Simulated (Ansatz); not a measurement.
## HfCdS3 (model cell, started as cubic perovskite with Hf in the octahedra): following an unstable mode

Wanted: the energy along a soft mode of HfCdS3 (model cell, started as cubic perovskite with Hf in the octahedra) and the structure at the end.

Program: Ansatz 0.2.0. Level of theory: DFT PBEsol, scalar-relativistic, plane waves, PAW; PAW set soft_1. Results are calculated unless marked as measured.

The structure was built from a prototype and need not be the compound's stable phase.

## (1) The structure

The structure is cubic, space group Pm-3m (No. 221). Conventional cell: a = 4.884 Å, b = 4.884 Å, c = 4.884 Å, α = 90.00°, β = 90.00°, γ = 90.00°. Nearest to Cd lie 12 S at 3.45 Å. Nearest to Hf lie 6 S at 2.44 Å. Nearest to S lie 2 Hf at 2.44 Å. Farther neighbours and most contacts between anions are not listed.

## (2) Response at finite wavevector

The cell comes from relaxations at this level that are not shown. Stability and thermal properties need the whole zone. Linear response on a 2×2×2 q mesh gives force constants as far as a supercell of that size would.

input.yaml reads:

```yaml
crystal:
  lattice:
    - [4.883728423, 0.0, 0.0]
    - [0.0, 4.883728423, 0.0]
    - [0.0, 0.0, 4.883728423]
  atoms:
    - { symbol: Cd, position: [0.0, 0.0, 0.0] }
    - { symbol: Hf, position: [0.5, 0.5, 0.5] }
    - { symbol: S, position: [0.5, 0.5, 0.0] }
    - { symbol: S, position: [0.5, 0.0, 0.5] }
    - { symbol: S, position: [0.0, 0.5, 0.5] }
kpoints:
  mp_grid: { grid: [8, 8, 8] }
hamiltonian:
  xc: pbesol
  pseudopotentials: { kind: paw, azcp: { folder: soft_1 }, xc_functional: pbe }
scf:
  occupations: { method: methfessel_paxton, width: 0.2 }
output:
  eigenvalues: true
phonons:
  method: dfpt
  qmesh: [2, 2, 2]
  temperatures: { t_max: 1000, t_step: 50 }
  qpath:
    path:
      - [[0.0, 0.0, 0.0], [0.0, 0.5, 0.0], [0.5, 0.5, 0.0], [0.0, 0.0, 0.0], [0.5, 0.5, 0.5], [0.0, 0.5, 0.0]]
      - [[0.5, 0.5, 0.5], [0.5, 0.5, 0.0]]
    npoints: 10
```

Launch:

```bash
> ansatz run input.yaml --threads 4 --pin off --max-ram 16384MiB --backend cpu --events-out ev --progress --plain --runs-dir out
```

Numbers of over 12 decimals in the logs are rounded to 6 here.

Log:

```text
Engine: ansatz 0.2.0, aarch64-unknown-linux-gnu
Pseudopotentials: kind: paw
Pseudopotential: Cd, paw, valence charge 20, recommended cutoff 420 eV (normal), soft_1/Cd.paw.azcp
Pseudopotential: Hf, paw, valence charge 26, recommended cutoff 420 eV (normal), soft_1/Hf.paw.azcp
Pseudopotential: S, paw, valence charge 6, recommended cutoff 420 eV (normal), soft_1/S.paw.azcp
Functional definition: PBEsol
  exchange = pbesol_x
  correlation = pbesol_c
Crystal: 5 atoms, lattice volume = 116.481 Å³
Basis set: ecut = 420 eV, 2301 PW (Γ), exchange–correlation on 72×72×72 points (8 copies of the dense FFT grid, shifted against one another)
Bands: 39, of which v1, the nominal top of the filled ones, is band 32 counted from 1 (31 counted from 0)
Symmetry: 48 space group operations
k-points: 35 of 512
Non-local potential: Cd, projectors of the file, l = 0: 3, l = 1: 2, l = 2: 2, l = 3: 1
Non-local potential: Hf, projectors of the file, l = 0: 3, l = 1: 2, l = 2: 2, l = 3: 3
Non-local potential: S, projectors of the file, l = 0: 2, l = 1: 2, l = 2: 1
PAW form: soft (Blöchl's): semilocal exchange-correlation on the pseudo side does not see the compensation charge
PAW frozen core: Cd, regenerated for the run's functional, and the local potential with it (the file was generated under x = pbe(κ = 0.804, μ = 0.219515), c = pbe(β = 0.066725))
PAW frozen core: Hf, regenerated for the run's functional, and the local potential with it (the file was generated under x = pbe(κ = 0.804, μ = 0.219515), c = pbe(β = 0.066725))
PAW frozen core: S, regenerated for the run's functional, and the local potential with it (the file was generated under x = pbe(κ = 0.804, μ = 0.219515), c = pbe(β = 0.066725))
PAW one-centre angular grid: Cd, 590 points (default); XC on 64 Gauss nodes
PAW one-centre angular grid: Hf, 590 points (default); XC on 64 Gauss nodes
PAW one-centre angular grid: S, 110 points (default); XC on 64 Gauss nodes
Initial density: superposition of atomic densities (chi_scale 0.1, normalization cell, long waves kept (reshape's long-wave potential 0.00 eV rms))
Initial wavefunctions: pseudopotential atomic-orbital guess
Functional: x = pbesol(κ = 0.804, μ = 0.123457), c = pbesol(β = 0.046)
SCF iter   1: F=—  HF=-26442.509000 eV  |F-HF|=—  |Δ(HF+E_count)|=         —  Δρ=5.07e-2  dr2=7.57e0  ethr=3.10e-3  ⟨swp⟩=6.4  Hψ=5631  notcnv=0
preconditioner: auto → Kerker (q_TF=auto, 2.469 Å⁻¹)  [metal: Δε(μ)=0.045 eV  Ē_g=11.478 eV  σ=0.200 eV  W_gap=0.19  n_scr=26 (ndim 8)  ℏωp=23.8 eV  f_vac=0.006  D(μ)=2.62/eV (n_scr^D=18)]
SCF iter   2: F=—  HF=-26441.421189 eV  |F-HF|=—  |Δ(HF+E_count)|=    1.09e0  S|Δr|=    0.00e0  Δρ=2.90e-2  dr2=3.08e0  ethr=3.10e-3  ⟨swp⟩=2.9  Hψ=2755  notcnv=0  defer=42
SCF iter   3: F=—  HF=-26440.836718 eV  |F-HF|=—  |Δ(HF+E_count)|=   5.84e-1  S|Δr|=    0.00e0  Δρ=1.03e-2  dr2=4.18e-1  ethr=3.10e-3  ⟨swp⟩=2.7  Hψ=2861  notcnv=0  defer=40
SCF iter   4: F=—  HF=-26440.598029 eV  |F-HF|=—  |Δ(HF+E_count)|=   2.39e-1  S|Δr|=    0.00e0  Δρ=6.17e-3  dr2=1.07e-1  ethr=6.53e-4  ⟨swp⟩=2.2  Hψ=2794  notcnv=0  defer=43
SCF iter   5: F=—  HF=-26440.573820 eV  |F-HF|=—  |Δ(HF+E_count)|=   2.42e-2  S|Δr|=    0.00e0  Δρ=1.50e-3  dr2=3.08e-3  ethr=1.66e-4  ⟨swp⟩=2.0  Hψ=1642  notcnv=0  defer=43
SCF iter   6: F=—  HF=-26440.573908 eV  |F-HF|=—  |Δ(HF+E_count)|=   8.80e-5  S|Δr|=    0.00e0  Δρ=5.88e-4  dr2=3.96e-4  ethr=4.81e-6  ⟨swp⟩=2.0  Hψ=2460  notcnv=0  defer=43
SCF iter   7: F=—  HF=-26440.574069 eV  |F-HF|=—  |Δ(HF+E_count)|=   1.60e-4  S|Δr|=    0.00e0  Δρ=3.21e-4  dr2=1.77e-4  ethr=6.19e-7  ⟨swp⟩=2.1  Hψ=2388  notcnv=0  defer=43
SCF iter   8: F=—  HF=-26440.574044 eV  |F-HF|=—  |Δ(HF+E_count)|=   2.50e-5  S|Δr|=    0.00e0  Δρ=9.19e-5  dr2=1.81e-5  ethr=2.76e-7  ⟨swp⟩=2.0  Hψ=2297  notcnv=0  defer=43
SCF iter   9: F=—  HF=-26440.574040 eV  |F-HF|=—  |Δ(HF+E_count)|=   3.65e-6  S|Δr|=    0.00e0  Δρ=2.84e-5  dr2=1.49e-6  ethr=2.83e-8  ⟨swp⟩=2.0  Hψ=2261  notcnv=0  defer=43
SCF iter  10: F=—  HF=-26440.574053 eV  |F-HF|=—  |Δ(HF+E_count)|=   1.28e-5  S|Δr|=    0.00e0  Δρ=7.43e-6  dr2=1.06e-7  ethr=2.33e-9  ⟨swp⟩=2.1  Hψ=1613  notcnv=0  defer=43
[...]
SCF iter  14: F=-26440.574053 eV  HF=-26440.574053 eV  |F-HF|=7.28e-12  |Δ(HF+E_count)|=  7.28e-12  S|Δr|=    0.00e0  Δρ=3.33e-8  dr2=1.66e-12  ethr=1.00e-12  ⟨swp⟩=5.6  Hψ=5837  notcnv=0
SCF 1 converged in 14 iterations: F = -26440.574053 eV  dr2 = 1.66e-12
  greatest PAW one-centre occupation: 1.000 electrons in one spin orbital (limit 2), on the Cd atom at site 0 (counted from 0), in its partial waves of l = 0
Initial density: read from a saved state, or passed on in memory by an earlier SCF of this step, an earlier step, the calling program or the single point that the run made first
iter 1 solved again at ethr=7.52e-7 eV; its pass at ethr=3.10e-3 eV (dr2=4.81e-4 eV) is discarded
SCF iter   1: F=—  HF=-26440.574046 eV  |F-HF|=—  |Δ(HF+E_count)|=         —  Δρ=1.78e-6  dr2=5.16e-9  ethr=7.52e-7  ⟨swp⟩=3.7  Hψ=9038  notcnv=0
eigensolver tolerance schedule: the retry pair's looser diagonalisation over-reported the residual by 93321.64 of it (diagonalisation noise at an unbounded share of the residual, at the tolerance the schedule requests for it); recorded, not acted on — ethr = c·dr2/N_el stays at c = 1.0e-1
preconditioner: auto → LDOS  [metal: Δε(μ)=0.043 eV  Ē_g=10.981 eV  σ=0.200 eV  W_gap=0.18  n_scr=26 (ndim 8)  ℏωp=23.8 eV  f_vac=0.015  D(μ)=3.54/eV (n_scr^D=26)  β→1.0]
SCF iter   2: F=—  HF=-26440.574053 eV  |F-HF|=—  |Δ(HF+E_count)|=   6.98e-6  S|Δr|=    0.00e0  Δρ=3.00e-6  dr2=1.71e-8  ethr=8.06e-12  ⟨swp⟩=4.6  Hψ=4147  notcnv=0
SCF iter   3: F=—  HF=-26440.574053 eV  |F-HF|=—  |Δ(HF+E_count)|=   4.29e-9  S|Δr|=    0.00e0  Δρ=1.02e-6  dr2=1.62e-9  ethr=8.06e-12  ⟨swp⟩=2.0  Hψ=2302  notcnv=0
SCF iter   4: F=—  HF=-26440.574053 eV  |F-HF|=—  |Δ(HF+E_count)|=  1.60e-10  S|Δr|=    0.00e0  Δρ=8.10e-7  dr2=1.08e-9  ethr=2.54e-12  ⟨swp⟩=1.0  Hψ=1365  notcnv=0
SCF iter   5: F=—  HF=-26440.574053 eV  |F-HF|=—  |Δ(HF+E_count)|=  1.24e-10  S|Δr|=    0.00e0  Δρ=5.94e-7  dr2=5.79e-10  ethr=1.69e-12  ⟨swp⟩=1.0  Hψ=1365  notcnv=0
SCF iter   6: F=—  HF=-26440.574053 eV  |F-HF|=—  |Δ(HF+E_count)|=  1.42e-10  S|Δr|=    0.00e0  Δρ=1.49e-7  dr2=3.57e-11  ethr=1.00e-12  ⟨swp⟩=2.2  Hψ=1757  notcnv=0
SCF iter   7: F=—  HF=-26440.574053 eV  |F-HF|=—  |Δ(HF+E_count)|=  3.64e-12  S|Δr|=    0.00e0  Δρ=1.49e-7  dr2=3.55e-11  ethr=1.00e-12  ⟨swp⟩=1.0  Hψ=1365  notcnv=0
SCF iter   8: F=-26440.574053 eV  HF=-26440.574053 eV  |F-HF|=7.28e-12  |Δ(HF+E_count)|=  7.28e-12  S|Δr|=    0.00e0  Δρ=3.72e-8  dr2=2.25e-12  ethr=1.00e-12  ⟨swp⟩=2.1  Hψ=3667  notcnv=0
SCF 2 converged in 8 iterations: F = -26440.574053 eV  dr2 = 2.25e-12
phonons: the bands overlap, so this run is a metal and interpolates without the dipole-dipole term. If the crystal is really an insulator or semiconductor, its LO-TO splitting is missing
NSCF: frozen V_eff on 35 k-points
NSCF: frozen V_eff on 125 k-points
DFPT response loops at q = (0, 0, 0) (fractional): preconditioner auto → Kerker (q_TF=auto, 2.469 Å⁻¹) (partly filled bands, converged f_vac=0.015); β = 1.00, the filter's whole step (`scf.mixing.beta` (0.50) is not read by the response loops under this deck's `scf.mixing.preconditioner`; to damp them name `kerker` or `kerker_dos`, under which they read `scf.mixing.beta`, and type it under 1.00, their step now; both keys bind the ground state too); Broyden in place of MSR1
NSCF: frozen V_eff on 250 k-points
DFPT response loops at q = (0, 0, -0.5) (fractional): mixed as the last ones told, above
NSCF: frozen V_eff on 250 k-points
DFPT response loops at q = (0, -0.5, -0.5) (fractional): mixed as the last ones told, above
NSCF: frozen V_eff on 250 k-points
DFPT response loops at q = (-0.5, -0.5, -0.5) (fractional): mixed as the last ones told, above
SCF converged after 14 iterations
Stability not checked: this state was not tested for a lower state beside it, because cold or Methfessel-Paxton smearing, or corrected tetrahedra, fill the levels in a way that the test cannot read (fill_not_monotonic; see scf.lower_state_search)
Free energy (F): -26440.574053 eV
Harris-Foulkes:  -26440.574053 eV  (|F-HF|=7.28e-12)
Internal energy: -26440.564385 eV  (E = F + TS)
E sigma→0 (E₀):  -26440.571636 eV
Entropy (-TS):   -0.009668 eV (-1.934 meV/atom)
Fermi energy:    8.091069 eV
--- Per-component energies (eV) ---
  E_band       = -734.916611
  E_kinetic    = 1162.971224
  E_local      = -12586.451499  (includes V_loc(G=0)·N_el)
  E_nonlocal   = 296.972634
  E_hartree    = 5869.836280
  E_xc         = -680.903449
  E_vxc        = -693.684842  (∫ρ·V_xc dr)
  E_paw        = -13386.504433  (= ΣΔE_a)
  E_vpaw       = -654.396998  (= ΣTr[D̂ρ^β])
  E_aug_tail   = 0.000420  (compensation charges beyond the density's cutoff)
  E_ewald      = -7118.264427
  E_core_change = 1.778865  (= ΣΔE_core)
  E_smearing   = -0.009668  (= −TS)
  E_closure    = -0.000000  (closes the sum)
  Σ components = -26440.574053   (vs F -26440.574053, Δ=0.00e0)
--- Band table (eV; the first three rows and the last of 35) ---
  k-point 0: bands = [... 28 lower, 7.0581, 7.0581, 7.6716, 7.6716, 7.6716, 9.0414, 9.0414, 9.0414, ... 3 higher]
  k-point 1: bands = [... 28 lower, 6.8270, 7.0025, 7.5600, 7.5600, 7.5978, 9.0498, 9.5374, 9.5374, ... 3 higher]
  k-point 2: bands = [... 28 lower, 6.3080, 6.8761, 7.5372, 7.5372, 8.1784, 9.0702, 10.4838, 10.4838, ... 3 higher]
  k-point 34: bands = [... 28 lower, 4.1828, 6.6121, 8.3364, 8.3364, 8.3364, 12.2681, 12.2681, 12.2681, ... 3 higher]
--- Phonons (Γ-DFPT): 4 representative perturbations + reference (Σ response iterations 12) ---
  ASR residual: 3.361e-5 → 0.000e0 eV/Å²; symmetrization residual: 3.209e-6 eV/Å²
  ASR residual per site (eV/Å²): 3.36e-5 1.16e-5 7.76e-6 7.76e-6 7.76e-6
  Γ frequencies (cm⁻¹): -134.87 -134.87 -134.87 -112.33 -112.33 -112.33 -41.86 -41.86 -41.86 0.00 0.00 0.00 364.46 364.46 364.46
--- Phonons (arbitrary-q DFPT): 4 irreducible q on the 2×2×2 mesh ---
  q = [0.0000, 0.0000, 0.0000] (star 1, of the zone-centre solve; hermiticity 4.70e-7, symmetrization 1.39e-11): -134.87 -134.87 -134.87 -112.33 -112.33 -112.33 -41.86 -41.86 -41.86 -0.00 0.00 0.00 364.46 364.46 364.46
  q = [0.0000, 0.0000, -0.5000] (star 3, 9 solved perturbations in 975 linear systems a pass and spin channel, the states on 125 of 512 k-point pairs; hermiticity 7.49e-7, symmetrization 4.62e-13): -127.52 -113.20 -113.20 -70.81 -70.81 -53.15 -30.68 -30.68 -6.30 58.32 58.32 146.08 366.59 366.59 426.37
  q = [0.0000, -0.5000, -0.5000] (star 3, 9 solved perturbations in 975 linear systems a pass and spin channel, the states on 125 of 512 k-point pairs; hermiticity 5.97e-7, symmetrization 3.04e-13): -192.07 -96.31 -96.31 -64.25 -35.10 23.52 23.52 67.31 67.31 131.08 144.16 144.16 369.72 379.48 456.48
  q = [-0.5000, -0.5000, -0.5000] (star 1, 4 solved perturbations in 350 linear systems a pass and spin channel, the states on 125 of 512 k-point pairs; hermiticity 5.30e-9, symmetrization 3.01e-12): -188.81 -188.81 -188.81 -64.67 -64.67 -64.67 136.45 136.45 136.45 156.71 156.71 156.71 377.63 377.63 476.36
  sum rule: each row above includes the acoustic sum rule's correction from the zone centre's row sums; it moved no ω² by more than (0.29 cm⁻¹)²
  mesh force constants: q→R imaginary residual 2.80e-18; ASR residual 3.361e-5 → 0.000e0 eV/Å²; symmetrization residual 8.882e-15 eV/Å²
  interpolated dispersion: 62 rows × 15 modes
  density of states and harmonic sums: on the 14×14×14 q-mesh, interpolated from the force constants of a 2×2×2 supercell (no non-analytic term)
  largest difference from the sums on the solved wave vectors: F 1.28e-1 eV, S 1.90e-4 and C_V 6.18e-5 eV/K
  zero-point energy: 0.103726 eV/cell   skipped modes (ω ≤ 0): 830, of them read as no rigid motion or as one in doubt: 827 (6.782e0 modes/cell left out, lowest -192.07 cm⁻¹)   left out of the sums: 4.52e-1 of the cell's modes: C_V's classical limit lies that fraction below 3 k_B per atom; for a crystal, a wire or a layer, F and S can be off by more, and a phonons.interpolated_qmesh denser along its periods is the remedy for the sampling
```

Run time: 5.2 min. Hardware: 4 threads of Arm Neoverse V2, shared host; peak memory 1.6 GiB; 20 min of CPU time.

This step gave:

| Item | Value |
| --- | --- |
| volume per atom | 23.30 Å³ |
| gap on the k-mesh | 0 eV |
| sum-rule residual before enforcement | 3.36e-5 eV/Å² |
| lowest frequency on the path | -192.1 cm⁻¹ |
| point group | m-3m |
| highest frequency on the path or at a solved wavevector | 476.4 cm⁻¹ |
| highest optical mode at the zone centre (no LO-TO term) | 364.5 cm⁻¹ |
| lowest optical zone-centre mode | -134.9 cm⁻¹ |
| lowest mode on the q mesh (acoustic modes at Γ apart) | -192.1 cm⁻¹ |

Frequencies (cm⁻¹) solved at each irreducible wavevector; negative means imaginary. Frequencies by wavevector, by row:

```tsv
q in reciprocal lattice units	star	mode 1	mode 2	mode 3	mode 4	mode 13	mode 14	mode 15
0 0 0	1	-134.9	-134.9	-134.9	-112.3	364.5	364.5	364.5
0 0 -0.5	3	-127.5	-113.2	-113.2	-70.8	366.6	366.6	426.4
0 -0.5 -0.5	3	-192.1	-96.3	-96.3	-64.2	369.7	379.5	456.5
-0.5 -0.5 -0.5	1	-188.8	-188.8	-188.8	-64.7	377.6	377.6	476.4
```

Interpolated from a 2×2×2 q mesh. The phonon branches at the labelled points (cm⁻¹):

```tsv
point	branch 1	branch 2	branch 3	branch 4	branch 12	branch 13	branch 14	branch 15
Γ	-135	-135	-135	-112	0	364	364	364
halfway	-131	-121	-121	-92	103	366	366	395
X	-128	-113	-113	-71	146	367	367	426
halfway	-164	-101	-96	-67	145	368	376	438
M	-192	-96	-96	-64	144	370	380	456
halfway	-150	-104	-104	-85	104	367	374	413
Γ	-135	-135	-135	-112	0	364	364	364
halfway	-153	-137	-137	-71	109	374	374	429
R	-189	-189	-189	-65	157	378	378	476
halfway	-165	-152	-139	-69	146	374	377	449
X	-128	-113	-113	-71	146	367	367	426
jump to R	-189	-189	-189	-65	157	378	378	476
halfway	-190	-156	-156	-66	146	376	379	465
M	-192	-96	-96	-64	144	370	380	456
```

Symmetry leaves 4 wavevectors to solve. The lowest mode among them, the acoustic zeros apart, lies at q = (0, -0.5, -0.5) and is imaginary, 192.1i cm⁻¹, so the energy falls along it.

## (3) The mode frozen in, largest atomic shift 0 Å

The mode followed lies at q = (0, -0.5, -0.5) with frequency 192.1i cm⁻¹, the softest among the wavevectors solved. At small amplitude the distorted cell has space group no. 127 by a symmetry search on the positions. The undistorted cell that holds it gives the zero of energy on the same k mesh.

System of this step: HfCdS3 (model cell, started as cubic perovskite with Hf in the octahedra). Symmetry: Pm-3m, No. 221, cubic system. Conventional cell: a = 4.884 Å, b = 4.884 Å, c = 4.884 Å, α = 90.00°, β = 90.00°, γ = 90.00°. Nearest to Cd lie 12 S at 3.45 Å. Nearest to Hf lie 6 S at 2.44 Å. S has 2 Hf at 2.44 Å nearest. Nearest to S lie 2 Hf at 2.44 Å. Farther neighbours and most contacts between anions are not listed.

input.yaml reads:

```yaml
crystal:
  lattice:
    - [-4.883728423, 0.0, 0.0]
    - [0.0, -4.883728423, -4.883728423]
    - [0.0, -4.883728423, 4.883728423]
  atoms:
    - { symbol: Cd, position: [1.0, 0.5, 0.5] }
    - { symbol: Cd, position: [1.0, 0.0, 0.0] }
    - { symbol: Hf, position: [0.5, 0.0, 0.5] }
    - { symbol: Hf, position: [0.5, 0.5, 0.0] }
    - { symbol: S, position: [0.5, 0.25, 0.25] }
    - { symbol: S, position: [0.5, 0.75, 0.75] }
    - { symbol: S, position: [0.5, 0.25, 0.75] }
    - { symbol: S, position: [0.5, 0.75, 0.25] }
    - { symbol: S, position: [0.0, 0.0, 0.5] }
    - { symbol: S, position: [0.0, 0.5, 0.0] }
kpoints:
  mp_grid: { grid: [8, 6, 6] }
hamiltonian:
  xc: pbesol
  pseudopotentials: { kind: paw, azcp: { folder: soft_1 }, xc_functional: pbe }
scf:
  occupations: { method: methfessel_paxton, width: 0.2 }
output:
  forces: true
  stress: true
  eigenvalues: true
```

Log:

```text
[...]
Crystal: 10 atoms, lattice volume = 232.962 Å³
Basis set: ecut = 420 eV, 4597 PW (Γ), exchange–correlation on 72×96×96 points (8 copies of the dense FFT grid, shifted against one another)
Bands: 77, of which v1, the nominal top of the filled ones, is band 64 counted from 1 (63 counted from 0)
Symmetry: 32 space group operations
[...]
k-points: 50 of 288
[...]
k-point 0: bands = [... 60 lower, 7.0561, 7.6689, 7.6691, 7.6691, 8.3424, 8.4263, 9.0405, 9.0405, ... 9 higher]
  k-point 1: bands = [... 60 lower, 7.0756, 7.4672, 7.4948, 7.6075, 8.1916, 8.5210, 9.2810, 9.2964, ... 9 higher]
  k-point 2: bands = [... 60 lower, 6.9371, 7.1548, 7.2704, 7.8443, 8.0200, 8.6639, 9.8126, 9.8793, ... 9 higher]
  k-point 49: bands = [... 60 lower, 6.0311, 6.0311, 8.3407, 8.3407, 8.4260, 8.4260, 11.8693, 11.8693, ... 9 higher]
[key lines of the parts left out:]
SCF converged after 11 iterations
Free energy (F): -52881.147700 eV
Fermi energy:    8.069054 eV
P = ⅓ Tr σ = -0.0050 GPa (-0.050 kbar)
```

The job ended after 13 s (4 threads; peak memory 1.1 GiB; 53 s of CPU time).

This step gave:

```
pressure                         : -0.005016 GPa
energy from the undistorted cell : 0 meV/atom
```

The run ends at a pressure of -0.01 GPa.

## (4) The mode frozen in, largest atomic shift 0.6 Å

The atoms are moved along the unstable eigenvector, the largest shift by 0.6 Å, with the cell fixed.

input.yaml, the sections that differ from step 3:

```yaml
crystal:
  lattice:
    - [-4.883728423, 0.0, 0.0]
    - [0.0, -4.883728423, -4.883728423]
    - [0.0, -4.883728423, 4.883728423]
  atoms:
    - { symbol: Cd, position: [1.0, 0.5, 0.5] }
    - { symbol: Cd, position: [1.0, 0.0, 0.0] }
    - { symbol: Hf, position: [0.5, 0.0, 0.5] }
    - { symbol: Hf, position: [0.5, 0.5, 0.0] }
    - { symbol: S, position: [0.5, 0.3114284772, 0.3114284772] }
    - { symbol: S, position: [0.5, 0.6885715228, 0.6885715228] }
    - { symbol: S, position: [0.5, 0.1885715228, 0.8114284772] }
    - { symbol: S, position: [0.5, 0.8114284772, 0.1885715228] }
    - { symbol: S, position: [0.0, 0.0, 0.5] }
    - { symbol: S, position: [0.0, 0.5, 0.0] }
# kpoints, hamiltonian, scf, output: as in step 3
```

Log:

```text
[...]
Crystal: 10 atoms, lattice volume = 232.962 Å³
Basis set: ecut = 420 eV, 4597 PW (Γ), exchange–correlation on 72×96×96 points (8 copies of the dense FFT grid, shifted against one another)
Bands: 77, of which v1, the nominal top of the filled ones, is band 64 counted from 1 (63 counted from 0)
Symmetry: 16 space group operations
[...]
k-points: 50 of 288
[...]
k-point 0: bands = [... 60 lower, 7.2503, 7.5043, 7.7397, 7.7397, 8.3080, 8.5711, 9.1151, 9.1151, ... 9 higher]
  k-point 1: bands = [... 60 lower, 7.2071, 7.2342, 7.3842, 7.5564, 8.5892, 8.7320, 9.2617, 9.3036, ... 9 higher]
  k-point 2: bands = [... 60 lower, 6.9720, 6.9986, 7.1332, 7.3053, 8.9256, 9.0442, 9.6662, 9.7499, ... 9 higher]
  k-point 49: bands = [... 60 lower, 6.2099, 6.2099, 7.7707, 7.7707, 9.3030, 9.3030, 10.8495, 10.8495, ... 9 higher]
[key lines of the parts left out:]
SCF converged after 10 iterations
Free energy (F): -52883.198781 eV
Fermi energy:    8.446415 eV
P = ⅓ Tr σ = -3.6675 GPa (-36.675 kbar)
```

Run time: 13 s. Hardware: 4 threads; peak memory 1.1 GiB; 52 s of CPU time.

This step gave:

- pressure: -3.668 GPa
- energy from the undistorted cell: -205.5 meV/atom

The energy, extrapolated to zero smearing, is -205.52 meV/atom against the undistorted cell.

The run ends at a pressure of -3.67 GPa, with forces up to 1.0 eV/Å.

(Continued in part 2 of 2.)

[Logs are printed without paths, hosts, clocks, repeated set-up lines and the standing remarks that a program may print on its own settings, such as how far it seeks lower states.]

[Hosts, paths, dates, database ids (printed as entryN), source tags and the programs' standing remarks are cut or masked in the printed files.]
